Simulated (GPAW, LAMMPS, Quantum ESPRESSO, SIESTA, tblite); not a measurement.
## Quantum ESPRESSO on amorphous Si0.8Ge0.2 (141 atoms): settings compared

How far do other settings of Quantum ESPRESSO move the forces in amorphous Si0.8Ge0.2 (141 atoms)? One run of the same program serves as the yardstick.

Main program and level: Quantum ESPRESSO 7.5; the method is named at each step.

## (1) Set-up

The cell holds 141 atoms: 113 Si and 28 Ge. Its edges and angles: a = 14.380 Å, b = 14.380 Å, c = 14.380 Å, α = 90.0°, β = 90.0°, γ = 90.0°. 141 atoms (113 Si, 28 Ge) placed at random at 2.91 g/cm³, melted at 3500 K for 10 ps at fixed volume with the Tersoff potential (Tersoff, Phys. Rev. B 39, 5566 (1989)). Quenched from 3500 K to 300 K at 10 K/ps and fixed volume, held 5 ps, then minimised at fixed cell.

The yardstick, on the same geometry:

```
method                 : Kohn-Sham DFT, PBE, SSSP efficiency 1.3.0 pseudopotentials, plane waves (Quantum ESPRESSO 7.5); sssp-pbe-1.3.0-efficiency, cutoffs 45/360 Ry, Γ point
r.m.s. force component : 0.2126 eV/Å
longest force          : 0.8812 eV/Å
pressure               : -0.959 GPa
time                   : 15 min on 4 MPI ranks of Arm Neoverse V1, shared host
CPU time               : 59 min
```

## (2) PBE, sssp-1.3.0-efficiency, 45/360 Ry, rmm-davidson

Method: Kohn-Sham DFT, PBE, SSSP efficiency 1.3.0 pseudopotentials, plane waves.

pw.in

```
&control
  calculation = 'scf'
  pseudo_dir = './pseudo'
  outdir = './tmp'
  disk_io = 'none'
  tprnfor = .true.
  tstress = .true.
/
&system
  ibrav = 0
  nat = 141
  ntyp = 2
  ecutwfc = 45
  ecutrho = 360
  nosym = .true.
  occupations = 'smearing'
  smearing = 'fd'
  degauss = 0.003675
/
&electrons
  conv_thr = 7.1e-07
  electron_maxstep = 100
  mixing_beta = 0.2
  mixing_mode = 'local-TF'
  diagonalization = 'rmm-davidson'
/
ATOMIC_SPECIES
Si 28.085 Si.upf
Ge 72.630 Ge.upf
CELL_PARAMETERS angstrom
14.37980 0.00000 0.00000
0.00000 14.37980 0.00000
0.00000 0.00000 14.37980
ATOMIC_POSITIONS crystal
Si 0.18429 0.82339 0.00361
Si 0.55749 0.13758 0.33293
Si 0.21653 0.81822 0.30681
Si 0.36950 0.47822 0.49956
Si 0.84680 0.77098 0.35823
Si 0.92040 0.05409 0.52324
Si 0.67191 0.24805 0.50785
Si 0.22620 0.62547 0.83324
Si 0.80024 0.04327 0.03131
Si 0.17156 0.76291 0.74730
Si 0.12637 0.37002 0.59068
Si 0.40571 0.40473 0.22962
Si 0.56244 0.42487 0.69895
Si 0.64094 0.44526 0.30492
Si 0.70815 0.60660 0.81445
Si 0.90880 0.44625 0.77862
Si 0.96313 0.06726 0.99126
Si 0.72042 0.69046 0.27324
Si 0.44740 0.27499 0.34231
Si 0.78951 0.85472 0.81166
Si 0.86437 0.58003 0.25165
Si 0.70524 0.68211 0.10422
Si 0.85004 0.70082 0.84976
Si 0.72297 0.35507 0.96402
Si 0.96018 0.57463 0.11535
Si 0.34870 0.13552 0.73149
Si 0.41384 0.14028 0.58028
Si 0.42236 0.25002 0.82821
Si 0.34511 0.04686 0.27385
Si 0.45579 0.01717 0.39215
Si 0.51500 0.78030 0.71967
Si 0.33681 0.50670 0.33993
Si 0.17838 0.23179 0.96911
Si 0.06058 0.39871 0.33897
Si 0.67742 0.83577 0.05344
Si 0.29129 0.36072 0.58062
Si 0.12049 0.17438 0.19710
Si 0.07185 0.28791 0.46186
Si 0.71615 0.14851 0.38742
Si 0.01114 0.79224 0.16814
Si 0.34616 0.24470 0.47580
Si 0.46534 0.83670 0.14851
Si 0.80791 0.88423 0.97365
Si 0.26713 0.88118 0.82118
Si 0.00628 0.71968 0.77586
Si 0.68916 0.52654 0.66730
Si 0.72835 0.99814 0.75400
Si 0.96292 0.28827 0.80194
Si 0.57491 0.33534 0.04043
Si 0.30080 0.66388 0.06999
Si 0.81320 0.49298 0.91007
Si 0.32377 0.39422 0.08066
Si 0.56283 0.61319 0.90779
Si 0.77416 0.16448 0.15474
Si 0.51145 0.18675 0.08694
Si 0.71262 0.95596 0.17283
[... 81 atom lines left out ...]
Ge 0.10907 0.94616 0.35143
Ge 0.52251 0.00685 0.91270
Ge 0.70689 0.23593 0.83955
Ge 0.55409 0.44968 0.16031
K_POINTS gamma
```

Launch:

```bash
OMP_NUM_THREADS=1 mpirun -np 4 pw.x -in pw.in > output.txt
```

The program printed:

```text
Program PWSCF
     gamma-point specific algorithms are used
     one sub-group per band group will be used
     scalapack distributed-memory algorithm (size of sub-group:  2*  2 procs)
     Parallelization info
     sticks:   dense  smooth     PW     G-vecs:    dense   smooth      PW
     Min        5289    2642    656               578448   204622   25483
     Max        5292    2645    658               578450   204628   25488
     Sum       21161   10573   2629              2313797   818497  101943
     bravais-lattice index     =            0
     lattice parameter (alat)  =      27.1739  a.u.
     unit-cell volume          =   20065.7380 (a.u.)^3
     number of atoms/cell      =          141
     number of atomic types    =            2
     number of electrons       =       844.00
     number of Kohn-Sham states=          506
     kinetic-energy cutoff     =      45.0000  Ry
     charge density cutoff     =     360.0000  Ry
     scf convergence threshold =      7.1E-07
     mixing beta               =       0.2000
     number of iterations used =            8  local-TF  mixing
     Exchange-correlation=  SLA  PW   PBX  PBC
                           (   1   4   3   4   0   0   0)
     crystal axes: (cart. coord. in units of alat)
               a(1) = (   1.000000   0.000000   0.000000 )
               a(2) = (   0.000000   1.000000   0.000000 )
               a(3) = (   0.000000   0.000000   1.000000 )
     reciprocal axes: (cart. coord. in units 2 pi/alat)
               b(1) = (  1.000000  0.000000  0.000000 )
               b(2) = (  0.000000  1.000000  0.000000 )
               b(3) = (  0.000000  0.000000  1.000000 )
     PseudoPot. # 1 for Si:
     Pseudo is Ultrasoft + core correction, Zval =  4.0
     PseudoPot. # 2 for Ge:
     Pseudo is Ultrasoft + core correction, Zval = 14.0
     atomic species   valence    mass     pseudopotential
     Si                4.00    28.08500     Si( 1.00)
     Ge               14.00    72.63000     Ge( 1.00)
     No symmetry found
   Cartesian axes
     number of k points=     1  Fermi-Dirac smearing, width (Ry)=  0.0037
                       cart. coord. in units 2pi/alat
        k(    1) = (   0.0000000   0.0000000   0.0000000), wk =   2.0000000
     Dense  grid:  1156899 G-vectors     FFT dimensions: ( 180, 180, 180)
     Smooth grid:   409249 G-vectors     FFT dimensions: ( 120, 120, 120)
     Initial potential from superposition of free atoms
     starting charge     843.9123, renormalised to     844.0000
     Starting wfcs are  704 randomized atomic wfcs
     Self-consistent Calculation
     iteration #  1     ecut=    45.00 Ry     beta= 0.20
     Threshold (ethr) on eigenvalues was too large:
     Diagonalizing with lowered threshold
     total energy              =   -7270.29919056 Ry
     estimated scf accuracy    <       3.43864692 Ry
     iteration #  2     ecut=    45.00 Ry     beta= 0.20
     total energy              =   -7269.56255750 Ry
     estimated scf accuracy    <       2.60653087 Ry
     iteration #  3     ecut=    45.00 Ry     beta= 0.20
     RMM-DIIS diagonalization
     total energy              =   -7269.79018031 Ry
     estimated scf accuracy    <       0.08946928 Ry
     iteration #  4     ecut=    45.00 Ry     beta= 0.20
     RMM-DIIS diagonalization
     total energy              =   -7269.80965866 Ry
     estimated scf accuracy    <       0.04880887 Ry
     iteration #  5     ecut=    45.00 Ry     beta= 0.20
     total energy              =   -7269.81362985 Ry
     estimated scf accuracy    <       0.01324356 Ry
     iteration #  6     ecut=    45.00 Ry     beta= 0.20
     RMM-DIIS diagonalization
     total energy              =   -7269.81466770 Ry
     estimated scf accuracy    <       0.00411476 Ry
[...]
RMM-DIIS diagonalization
[...]
RMM-DIIS diagonalization
[...]
RMM-DIIS diagonalization
[...]
RMM-DIIS diagonalization
     total energy              =   -7269.81525554 Ry
[...]
iteration # 12     ecut=    45.00 Ry     beta= 0.20
     RMM-DIIS diagonalization
     total energy              =   -7269.81525704 Ry
     estimated scf accuracy    <       0.00000155 Ry
     iteration # 13     ecut=    45.00 Ry     beta= 0.20
     RMM-DIIS diagonalization
     total energy              =   -7269.81525717 Ry
     estimated scf accuracy    <       0.00000099 Ry
     iteration # 14     ecut=    45.00 Ry     beta= 0.20
     RMM-DIIS diagonalization
     End of self-consistent calculation
          k = 0.0000 0.0000 0.0000 ( 50972 PWs)   bands (ev):
   -18.1604 -18.1600 -18.1494 -18.1345 -18.1332 -18.0931 -18.0572 -18.0548
   -18.0535 -18.0484 -18.0377 -18.0324 -18.0320 -18.0290 -18.0269 -18.0193
   -18.0126 -18.0118 -18.0052 -18.0010 -18.0006 -17.9988 -17.9913 -17.9896
   -17.9784 -17.9768 -17.9756 -17.9753 -17.9662 -17.9630 -17.9604 -17.9577
   -17.9484 -17.9468 -17.9439 -17.9417 -17.9413 -17.9392 -17.9380 -17.9363
   -17.9349 -17.9306 -17.9299 -17.9264 -17.9245 -17.9243 -17.9227 -17.9105
[...]
8.6911   8.6983   8.7217   8.7495   8.7853   8.8340   8.8485   8.8646
     8.8822   8.9163   8.9392   8.9448   8.9840   8.9942   9.0016   9.0320
     9.0667   9.0934   9.1155   9.1272   9.1462   9.1733   9.1854   9.2155
     9.2306   9.2379
     the Fermi energy is     6.5741 ev
!    total energy              =   -7269.81525723 Ry
     estimated scf accuracy    <       0.00000049 Ry
     smearing contrib. (-TS)   =      -0.02628989 Ry
     internal energy E=F+TS    =   -7269.78896734 Ry
     The total energy is F=E-TS. E is the sum of the following terms:
     one-electron contribution =   -5104.03103325 Ry
     hartree contribution      =    3101.99626617 Ry
     xc contribution           =   -2323.57441097 Ry
     ewald contribution        =   -2944.17978928 Ry
     convergence has been achieved in  14 iterations
     Forces acting on atoms (cartesian axes, Ry/au):
     atom    1 type  1   force =     0.00537860    0.00660461   -0.00531558
     atom    2 type  1   force =     0.00532112    0.00024017    0.00444505
     atom    3 type  1   force =    -0.00856948    0.00944232   -0.00274582
     atom    4 type  1   force =    -0.00162967    0.00219762   -0.00355333
     atom    5 type  1   force =     0.00066877   -0.00161122   -0.01424584
     atom    6 type  1   force =    -0.00066076    0.01992588   -0.00380850
[...]
atom  139 type  2   force =    -0.00414497    0.00956646    0.00102309
     atom  140 type  2   force =     0.00959189    0.00279475    0.00334099
     atom  141 type  2   force =     0.00754503   -0.00552840    0.00970235
     Total force =     0.169969     Total SCF correction =     0.001962
     Computing stress (Cartesian axis) and pressure
          total   stress  (Ry/bohr**3)                   (kbar)     P=       -9.58
  -0.00010218   0.00001117  -0.00000904          -15.03        1.64       -1.33
   0.00001117   0.00000485   0.00006695            1.64        0.71        9.85
  -0.00000904   0.00006695  -0.00009813           -1.33        9.85      -14.44
     Message from routine punch:
     Nothing written, as per user request (disk_io='none')
```

Elapsed: 14 min, on 4 MPI ranks of Arm Neoverse V1, shared host; peak memory 12 GiB; 57 min of CPU time.

Banners, paths, timers and routine set-up lines are dropped from the logs unmarked, and long logs keep their key lines alone; longer cuts are marked.

Numbers from this run, and their distance from the reference:

```
r.m.s. force component                          : 0.2125 eV/Å
r.m.s. difference of force components           : 0.947 meV/Å
longest difference of force vectors             : 6.084 meV/Å
force difference over r.m.s. force              : 0.4457 %
slope of forces against the reference's         : 0.9996
correlation of force components                 : 1
pressure                                        : -0.9587 GPa
pressure difference                             : 0.0003 GPa
energy less the same-level run's                : 0 meV/atom
r.m.s. force difference from the same-level run : 0.947 meV/Å
```

Length of the force difference by element (eV/Å):

```csv
element,atoms,mean,most
Ge,28,0.0034,0.0061
Si,113,2.0e-4,3.0e-4
```

Local excerpt of 9 atoms (numbers count through the whole input) about Si21, which has 5 bonded neighbours where the commonest count for Si is 4; x, y, z are measured from there.

| atom | x | y | z | distance (Å) | bonds | Fx | Fy | Fz (eV/Å) |
| --- | --- | --- | --- | --- | --- | --- | --- | --- |
| Si21 | 0.00 | 0.00 | 0.00 | 0.00 | 5 | 0.43 | -0.44 | 0.39 |
| Si25 | 1.38 | -0.08 | -1.96 | 2.40 | 4 | -0.31 | -0.51 | -0.01 |
| Si80 | 1.69 | 1.67 | 0.66 | 2.46 | 4 | -0.20 | 0.04 | 0.05 |
| Si112 | 0.83 | -1.46 | 1.81 | 2.47 | 4 | -0.27 | 0.28 | -0.40 |
| Si18 | -2.07 | 1.59 | 0.31 | 2.63 | 5 | 0.05 | 0.02 | 0.02 |
| Ge128 | -0.98 | -2.50 | 0.18 | 2.69 | 5 | 0.36 | -0.31 | -0.15 |
| Si5 | -0.25 | 2.75 | 1.53 | 3.15 | 4 | 0.02 | -0.04 | -0.37 |
| Si22 | -2.29 | 1.47 | -2.12 | 3.45 | 4 | 0.08 | 0.13 | 0.26 |
| Si85 | -0.34 | 0.86 | -3.43 | 3.55 | 5 | 0.09 | -0.04 | -0.04 |

Forces lie 0.45 % from the reference's, at 0.96 times its CPU time.

## (3) PBE, gbrv-1.5, 40/200 Ry

Method: Kohn-Sham DFT, PBE, GBRV 1.5 ultrasoft pseudopotentials, plane waves.

The pseudopotential files are exchanged too: ./pseudo now holds the set gbrv-pbe-1.5.

pw.in: that of step 2 with these lines changed.

```diff
@@ -12,4 +12,4 @@
   ntyp = 2
-  ecutwfc = 45
-  ecutrho = 360
+  ecutwfc = 40
+  ecutrho = 200
   nosym = .true.
@@ -24,3 +24,3 @@
   mixing_mode = 'local-TF'
-  diagonalization = 'rmm-davidson'
+  diagonalization = 'david'
 /
```

The program printed:

```text
[banner, memory and clock lines left out]
Program PWSCF
     gamma-point specific algorithms are used
     one sub-group per band group will be used
     bravais-lattice index     =            0
[... lines left out ...]
     total energy              =   -7064.25791148 Ry
[... lines left out ...]
     total energy              =   -7063.52596452 Ry
[... lines left out ...]
     total energy              =   -7063.75306561 Ry
[... lines left out ...]
     c_bands:  1 eigenvalues not converged
[... lines left out ...]
     total energy              =   -7063.77026479 Ry
[... lines left out ...]
     total energy              =   -7063.77026631 Ry
[... lines left out ...]
     the Fermi energy is     6.5682 ev
!    total energy              =   -7063.77026765 Ry
     estimated scf accuracy    <       0.00000056 Ry
     smearing contrib. (-TS)   =      -0.02626683 Ry
     internal energy E=F+TS    =   -7063.74400082 Ry
     The total energy is F=E-TS. E is the sum of the following terms:
     one-electron contribution =   -5106.92780601 Ry
     hartree contribution      =    3102.74358446 Ry
     xc contribution           =   -2115.37999000 Ry
     ewald contribution        =   -2944.17978927 Ry
     convergence has been achieved in  13 iterations
     Forces acting on atoms (cartesian axes, Ry/au):
     atom    1 type  1   force =     0.00536623    0.00668800   -0.00518655
     atom    2 type  1   force =     0.00543785    0.00015647    0.00436046
     atom    3 type  1   force =    -0.00862148    0.00949351   -0.00278994
[...]
atom  140 type  2   force =     0.00957996    0.00281321    0.00340433
     atom  141 type  2   force =     0.00750682   -0.00541395    0.00975069
     Total force =     0.170576     Total SCF correction =     0.001761
     Computing stress (Cartesian axis) and pressure
          total   stress  (Ry/bohr**3)                   (kbar)     P=       -9.79
  -0.00010362   0.00001113  -0.00000901          -15.24        1.64       -1.33
   0.00001113   0.00000350   0.00006691            1.64        0.52        9.84
  -0.00000901   0.00006691  -0.00009958           -1.33        9.84      -14.65
     Message from routine punch:
     Nothing written, as per user request (disk_io='none')
```

Wall time 11 min (4 MPI ranks); peak memory 6.1 GiB.

Numbers from this run, and their distance from the reference:

- r.m.s. force component: 0.2132 eV/Å
- r.m.s. difference of force components: 2.326 meV/Å
- longest difference of force vectors: 8.897 meV/Å
- force difference over r.m.s. force: 1.094 %
- slope of forces against the reference's: 1.003
- correlation of force components: 1
- pressure: -0.979 GPa
- pressure difference: -0.02 GPa

Against the first run (0.45 %), the force difference from the reference is 1.1 %, at 0.79 times the CPU time.

## (4) All runs compared

Differences are against the plane-wave reference, forces as r.m.s. over components; share is that over the reference's r.m.s. force, slope the least-squares factor from reference forces to these. Total energies of different programs have different zeros and aren't compared.

| run | Δ force, r.m.s. (meV/Å) | share (%) | slope | Δ pressure (GPa) | cores | CPU time | memory (GiB) |
| --- | --- | --- | --- | --- | --- | --- | --- |
| reference | - | - | - | - | 4 | 59 min | 12 |
| QE PBE, sssp-1.3.0-efficiency, 45/360 Ry, rmm-davidson | 0.947 | 0.446 | 1.000 | 3.0e-4 | 4 | 57 min | 12 |
| QE PBE, gbrv-1.5, 40/200 Ry | 2.33 | 1.09 | 1.003 | -0.02 | 4 | 45 min | 6.1 |

CPU time is summed over cores on a shared host, where runs went side by side, so it is rough. Symmetry, cutoffs, thresholds, outputs and thread counts weren't matched or tuned between programs; memory under MPI is the largest rank's times the ranks.

Within one program, basis, potentials and functional, energies share a zero. Each run against its twin at the usual cutoff or grid and solver:

```csv
run,twin,Δ energy (meV/atom),"Δ force, r.m.s. (meV/Å)",CPU time over the twin's
"QE PBE, sssp-1.3.0-efficiency, 45/360 Ry, rmm-davidson","sssp-1.3.0-efficiency, 45/360 Ry",0,0.947,0.96
```

## (5) What came out

```json
{
 "nearest in forces": "QE PBE, sssp-1.3.0-efficiency, 45/360 Ry, rmm-davidson, 0.45 %",
 "its CPU time": "57 min"
}
```

PBE on plane waves or a grid with other potentials, cutoffs or grids differs from the reference by 1.1 % (QE PBE, gbrv-1.5, 40/200 Ry) of the r.m.s. force; this holds the reference's own error, so differences of a few per cent don't tell which side is nearer the exact PBE result. With the reference's own potentials and cutoffs, another solver or threshold moves forces by 0.45 % (QE PBE, sssp-1.3.0-efficiency, 45/360 Ry, rmm-davidson). None of the electronic-structure runs in the table takes under half the reference's CPU time of 59 min; they take 0.76 to 0.96 times as much. The reference's pressure holds the uncorrected Pulay stress of its 45 Ry basis, so small pressure differences, and their order, may be the reference's own error. The quench rate of 10 K/ps is many orders above laboratory rates, so the cell is likely richer in defects and strain than a real sample. The network of bonds at the start is that of the classical potential that made the cell, and needn't be the one that DFT or experiment would give. The electronic-structure runs sample only Γ, in a cell whose shortest periodic width is 14 Å, which is coarse for a cell with partly filled levels.

[Also dropped from logs without a mark: logging warnings of Python, and SIESTA's first energy breakdown and zero terms.]

[Logs are printed without paths, hosts, clocks, repeated set-up lines and the standing remarks that a program may print on its own settings, such as how far it seeks lower states.]

[Hosts, paths, dates, database ids (printed as entryN), source tags and the programs' standing remarks are cut or masked in the printed files.]
